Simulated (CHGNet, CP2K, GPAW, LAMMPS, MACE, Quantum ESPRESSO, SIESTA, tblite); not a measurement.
# Amorphous Ge (61 atoms): one structure in several programs

Wanted: errors and costs of other methods on amorphous Ge (61 atoms). A plane-wave run serves as the reference.

Method: Kohn-Sham DFT, PBE, SSSP efficiency 1.3.0 pseudopotentials, plane waves, in Quantum ESPRESSO 7.5.

### Step 1. The structure

The cell holds 61 atoms: 61 Ge. Its edges and angles: a = 11.317 Å, b = 11.317 Å, c = 11.317 Å, α = 90.0°, β = 90.0°, γ = 90.0°. 61 atoms (61 Ge) placed at random at 5.08 g/cm³, melted at 3500 K for 10 ps at fixed volume with the Tersoff potential (Tersoff, Phys. Rev. B 39, 5566 (1989)). Quenched from 3500 K to 100 K at 5 K/ps and fixed volume, held 5 ps, then minimised at fixed cell.

### Step 2. Reference: Quantum ESPRESSO, plane waves

Input file pw.in:

```
&control
  calculation = 'scf'
  pseudo_dir = './pseudo'
  outdir = './tmp'
  disk_io = 'none'
  tprnfor = .true.
  tstress = .true.
/
&system
  ibrav = 0
  nat = 61
  ntyp = 1
  ecutwfc = 45
  ecutrho = 360
  nosym = .true.
  occupations = 'smearing'
  smearing = 'fd'
  degauss = 0.003675
/
&electrons
  conv_thr = 3.0e-07
  electron_maxstep = 100
  mixing_beta = 0.2
  mixing_mode = 'local-TF'
  diagonalization = 'david'
/
ATOMIC_SPECIES
Ge 72.630 Ge.upf
CELL_PARAMETERS angstrom
11.31680 0.00000 0.00000
0.00000 11.31680 0.00000
0.00000 0.00000 11.31680
ATOMIC_POSITIONS crystal
Ge 0.79848 0.13488 0.68510
Ge 0.81888 0.92381 0.75392
Ge 0.71953 0.36695 0.01381
Ge 0.24033 0.28633 0.07513
Ge 0.09362 0.79331 0.18485
Ge 0.38034 0.09822 0.50212
Ge 0.67502 0.50121 0.18882
Ge 0.70721 0.99825 0.05962
Ge 0.04876 0.54114 0.94171
Ge 0.96600 0.72577 0.01924
Ge 0.25844 0.52104 0.86702
Ge 0.88991 0.79182 0.59021
[... 45 atom lines left out ...]
Ge 0.24777 0.08175 0.13397
Ge 0.81396 0.08613 0.46838
Ge 0.52490 0.20417 0.24286
Ge 0.15026 0.18132 0.74206
K_POINTS gamma
```

Command:

```console
$ OMP_NUM_THREADS=1 mpirun -np 4 pw.x -in pw.in > output.txt
```

The program printed:

```text
Program PWSCF
     gamma-point specific algorithms are used
     one sub-group per band group will be used
     scalapack distributed-memory algorithm (size of sub-group:  2*  2 procs)
     Parallelization info
     sticks:   dense  smooth     PW     G-vecs:    dense   smooth      PW
     Min        3277    1638    409               282169    99766   12484
     Max        3280    1640    412               282176    99769   12486
     Sum       13117    6557   1641              1128693   399071   49941
     bravais-lattice index     =            0
     lattice parameter (alat)  =      21.3857  a.u.
     unit-cell volume          =    9780.6456 (a.u.)^3
     number of atoms/cell      =           61
     number of atomic types    =            1
     number of electrons       =       854.00
[... lines left out ...]
     scf convergence threshold =      3.0E-07
[... lines left out ...]
     number of k points=     1  Fermi-Dirac smearing, width (Ry)=  0.0037
[... lines left out ...]
     total energy              =  -13031.85869490 Ry
[... lines left out ...]
     total energy              =  -13031.62691140 Ry
[... lines left out ...]
     total energy              =  -13031.69872918 Ry
[... lines left out ...]
     total energy              =  -13031.70070455 Ry
[... lines left out ...]
     total energy              =  -13031.70070554 Ry
[... lines left out ...]
          k = 0.0000 0.0000 0.0000 ( 24971 PWs)   bands (ev):
   -17.2967 -17.2758 -17.2725 -17.2482 -17.2459 -17.1518 -17.1472 -17.1360
   -17.1345 -17.1343 -17.1203 -17.1164 -17.1147 -17.1090 -17.1058 -17.1022
   -17.1020 -17.0952 -17.0939 -17.0902 -17.0848 -17.0739 -17.0689 -17.0684
[...]
12.4345  12.4695  12.5038  12.5320  12.5708  12.6362  12.6722  12.7605
    12.7875  12.8496  12.9003  12.9201  13.0038  13.0377  13.1502  13.1592
     the Fermi energy is     7.6460 ev
!    total energy              =  -13031.70070741 Ry
     estimated scf accuracy    <       0.00000014 Ry
     smearing contrib. (-TS)   =      -0.01195359 Ry
     internal energy E=F+TS    =  -13031.68875382 Ry
     The total energy is F=E-TS. E is the sum of the following terms:
     one-electron contribution =   -8984.86359825 Ry
     hartree contribution      =    5266.92460307 Ry
     xc contribution           =   -3555.84998215 Ry
     ewald contribution        =   -5757.89977649 Ry
     convergence has been achieved in  11 iterations
     Forces acting on atoms (cartesian axes, Ry/au):
     atom    1 type  1   force =    -0.01319563   -0.00135535    0.00267367
     atom    2 type  1   force =    -0.00386408    0.00089068   -0.00560084
     atom    3 type  1   force =     0.00033905   -0.00232921   -0.00332711
[...]
atom   60 type  1   force =     0.02178759   -0.01026706   -0.00589381
     atom   61 type  1   force =     0.00082817    0.00874866   -0.00638328
     Total force =     0.116119     Total SCF correction =     0.001699
     Computing stress (Cartesian axis) and pressure
          total   stress  (Ry/bohr**3)                   (kbar)     P=       19.69
   0.00013745   0.00005954  -0.00002733           20.22        8.76       -4.02
   0.00005954   0.00012264  -0.00008602            8.76       18.04      -12.65
  -0.00002733  -0.00008602   0.00014148           -4.02      -12.65       20.81
     Message from routine punch:
     Nothing written, as per user request (disk_io='none')
```

Elapsed: 4.6 min, on 4 MPI ranks of Arm Neoverse V1, shared host; peak memory 4.2 GiB.

Banners, paths, timers and routine set-up lines are dropped from the logs unmarked, and long logs keep their key lines alone; longer cuts are marked.

Numbers from this run:

```
r.m.s. force component : 0.2207 eV/Å
longest force          : 0.918 eV/Å
pressure               : 1.969 GPa
```

### Step 3. Structure statistics

Density 5.08 g/cm³, 23.76 Å³ an atom.

Pair distribution function in bins of 0.1 Å:

```csv
r (Å),total
2.25,0.00
2.35,0.22
2.45,6.58
2.55,3.74
2.65,1.43
2.75,0.16
2.85,0.15
2.95,0.00
3.05,0.00
3.15,0.06
3.25,0.12
3.35,0.44
3.45,0.26
3.55,0.74
3.65,0.60
3.75,1.67
3.85,1.63
3.95,1.67
4.05,1.93
4.15,1.94
4.25,2.02
4.35,1.28
4.45,0.75
4.55,1.23
4.65,0.86
4.75,0.91
4.85,0.50
4.95,0.84
5.05,0.83
5.15,0.87
5.25,0.99
5.35,0.58
5.45,0.79
5.55,1.01
5.65,1.01
```

Bonds by pair of elements; cutoffs follow the first minimum of g(r), held within bounds set by covalent radii, and pairs that aren't listed don't count as bonded:

```csv
pair A-B,cutoff (Å),bonds,mean length (Å),spread (Å),shortest (Å),B about A,A about B
Ge-Ge,3.02,125,2.51,0.084,2.40,4.10,4.10
```

How many atoms have how many bonded neighbours:

```csv
element,mean,4,5
Ge,4.10,55,6
```

Rings of the network by King's shortest-path rule, up to 12 atoms, one path for each pair of neighbours; H, halogens, alkali and alkaline-earth atoms are left out, and the last column divides by all other atoms, bonded or not:

```csv
ring size (atoms),rings,per network atom
4,3,0.049
5,35,0.574
6,53,0.869
7,29,0.475
8,5,0.082
```

### Step 4. What was run beside it

The programs:
- CHGNet: machine-learned potential, published weights.
- CP2K 2026.2: Gaussian basis with GTH pseudopotentials and a plane-wave density; labels give functional, basis (MOLOPT sets; SR short-range, UZH the newer set with its own potentials), grid cutoff/relative cutoff and solver (OT: orbital transformation; TRS4, TC2, SIGN: linear-scaling purification with its sparsity filter), or its built-in tight binding.
- GPAW 26.7.0: PAW with atomic orbitals (LCAO), plane waves or a real-space grid of spacing h.
- MACE: machine-learned potential, published weights.
- SIESTA 5.4.2: numerical atomic orbitals, whose automatically made sets are far from complete, with PseudoDojo norm-conserving potentials that we converted to its format (checked against plane waves on the same files for H, C, O, Si, Ge and Ca alone); labels give functional, basis size, energy shift and mesh cutoff.
- tblite 0.8.0: extended tight binding, driven from Python.

All use the same cell and atoms; the electronic-structure runs use the same k-mesh, and an electronic temperature of 580 K (0.05 eV) where levels are smeared.

Differences are against the plane-wave reference, forces as r.m.s. over components; share is that over the reference's r.m.s. force, slope the least-squares factor from reference forces to these. Total energies of different programs have different zeros and aren't compared.

```csv
run,"Δ force, r.m.s. (meV/Å)",share (%),slope,Δ pressure (GPa),cores,CPU time,memory (GiB)
reference,-,-,-,-,4,18 min,4.2
CHGNet 0.3.0 potential,206,93.2,0.262,-0.210,1,7 s,0.61
"CP2K LDA, DZVP-MOLOPT-SR, 350/50 Ry, diagonalisation",95.0,43.0,0.936,-4.83,2,77 s,1.8
"CP2K PBE+D4, DZVP-MOLOPT-SR, 350/50 Ry, diagonalisation",47.3,21.5,1.020,-0.696,2,99 s,1.9
"CP2K PBE, DZVP-MOLOPT-SR, 350/30 Ry, diagonalisation (coarse)",24.7,11.2,1.024,1.10,2,93 s,1.9
"CP2K PBE, DZVP-MOLOPT-SR, 350/50 Ry, diagonalisation",24.6,11.2,1.024,1.10,2,93 s,1.9
"CP2K PBE, TZV2P-MOLOPT (SR for Ge), 350/50 Ry, diagonalisation",14.8,6.71,1.019,0.775,4,2.4 min,3.6
"CP2K PBE, TZVP-UZH, 350/50 Ry, diagonalisation",26.1,11.8,1.027,0.671,4,2.9 min,3.5
"GPAW PBE, LCAO dzp, h 0.2 Å",41.2,18.7,1.061,-,1,3.3 min,1.3
"GPAW PBE, LCAO dzp, h 0.2 Å, other mixer settings",40.9,18.5,1.060,-,1,4.1 min,1.2
"GPAW PBE, LCAO szp(dzp), h 0.2 Å (coarse)",108,48.9,1.132,-,1,2.4 min,1.3
"GPAW PBE, grid h 0.2 Å",15.3,6.93,1.019,-,4,22 min,3.9
"GPAW revPBE, LCAO dzp, h 0.2 Å",51.7,23.4,1.077,-,1,3 min,1.3
MACE MP-0b2 small potential,202,91.4,0.279,-1.23,1,11 s,0.66
MACE MPA-0 medium potential,181,82.2,0.462,-0.301,1,15 s,0.77
"SIESTA PBE, TZP, shift 0.01 Ry, mesh 300 Ry",86.7,39.3,1.090,1.51,2,7.8 min,1.7
tblite GFN1-xTB,102,46.3,0.766,1.31,1,7.8 s,0.13
```

Rows marked coarse were listed beforehand as settings not expected to be converged; some can still land near the reference.

Times of the machine-learned potentials are mostly Python's start and the loading of weights.

CPU time is summed over cores on a shared host, where runs went side by side, so it is rough. Symmetry, cutoffs, thresholds, outputs and thread counts weren't matched or tuned between programs; memory under MPI is the largest rank's times the ranks.

Within one program, basis, potentials and functional, energies share a zero. Each run against its twin at the usual cutoff or grid and solver:

```csv
run,twin,Δ energy (meV/atom),"Δ force, r.m.s. (meV/Å)",CPU time over the twin's
"CP2K PBE, DZVP-MOLOPT-SR, 350/30 Ry, diagonalisation","DZVP-MOLOPT-SR, 350/50 Ry, diagonalisation",0.0017,0.041,1.00
"GPAW PBE, LCAO dzp, h 0.2 Å, other mixer settings","LCAO dzp, h 0.2 Å",1.0e-4,1.35,1.2
```

### Step 5. What came out

```
reference r.m.s. force component                       : 0.221 eV/Å
nearest in forces                                      : CP2K PBE, TZV2P-MOLOPT (SR for Ge), 350/50 Ry, diagonalisation, 6.7 %
farthest in forces                                     : CHGNet 0.3.0 potential, 93 %
cheapest electronic-structure run beside the reference : tblite GFN1-xTB, 7.8 s of CPU time
```

What this shows: PBE on plane waves or a grid with other potentials, cutoffs or grids, coarse settings apart, differs from the reference by 6.9 % (GPAW PBE, grid h 0.2 Å) of the r.m.s. force; potentials, valence shells or grid differ, and the table alone doesn't part them. The PBE runs in local orbitals, coarse settings apart, differ by 6.7 % (CP2K PBE, TZV2P-MOLOPT (SR for Ge), 350/50 Ry, diagonalisation) to 39 % (SIESTA PBE, TZP, shift 0.01 Ry, mesh 300 Ry); basis, grid and potentials can all enter. Tight binding differs by 46 % (tblite GFN1-xTB); it is another model, with fitted parameters of its own, and the xTB methods hold dispersion. Machine-learned potentials differ by 82 % (MACE MPA-0 medium potential) to 93 % (CHGNet 0.3.0 potential); they were trained on other programs' data. Among those trained on PBE data the slope goes as low as 0.26, with a correlation of 0.42, so directions differ as well as sizes. Rows with another functional or a dispersion term differ by 21 % (CP2K PBE+D4, DZVP-MOLOPT-SR, 350/50 Ry, diagonalisation) to 43 % (CP2K LDA, DZVP-MOLOPT-SR, 350/50 Ry, diagonalisation), which mixes the change of model with differences of basis and potentials. Runs with settings chosen to be coarse differ by 11 % (CP2K PBE, DZVP-MOLOPT-SR, 350/30 Ry, diagonalisation) to 49 % (GPAW PBE, LCAO szp(dzp), h 0.2 Å), their programs' other errors included. Of the electronic-structure runs that take under half the reference's CPU time, CP2K PBE, TZV2P-MOLOPT (SR for Ge), 350/50 Ry, diagonalisation comes nearest, at 6.7 % in 2.4 min against 18 min. In pressure, SIESTA PBE, TZP, shift 0.01 Ry, mesh 300 Ry misses by +1.5 GPa, at the same functional. In the reference: levels near the Fermi energy are neither full nor empty under the smearing, so no gap is quoted. In the reference: the first maximum of g(r) stands at about 2.5 Å. Periodic xTB results under one method name differ between programs and library versions. The potentials hold different valence shells: 854 electrons in the reference, 244 in GPAW and 244 in CP2K with TZVP-UZH; this bears on time and differences. GPAW's setups keep the filled d shell of Ge in the core. The reference's pressure holds the uncorrected Pulay stress of its 45 Ry basis, so small pressure differences, and their order, may be the reference's own error. Machine-learned potentials mimic data converged in k, so the reference's own k-point error enters their differences. The quench rate of 5 K/ps is many orders above laboratory rates, so the cell is likely richer in defects and strain than a real sample. The network of bonds at the start is that of the classical potential that made the cell, and needn't be the one that DFT or experiment would give. The reference's pressure of 2.0 GPa belongs to a cell and atoms that aren't relaxed at this level. The electronic-structure runs sample only Γ, in a cell whose shortest periodic width is 11 Å, which is coarse for a cell with partly filled levels.

[Also dropped from logs without a mark: logging warnings of Python, and SIESTA's first energy breakdown and zero terms.]

[Logs are printed without paths, hosts, clocks, repeated set-up lines and the standing remarks that a program may print on its own settings, such as how far it seeks lower states.]

[Hosts, paths, dates, database ids (printed as entryN), source tags and the programs' standing remarks are cut or masked in the printed files.]
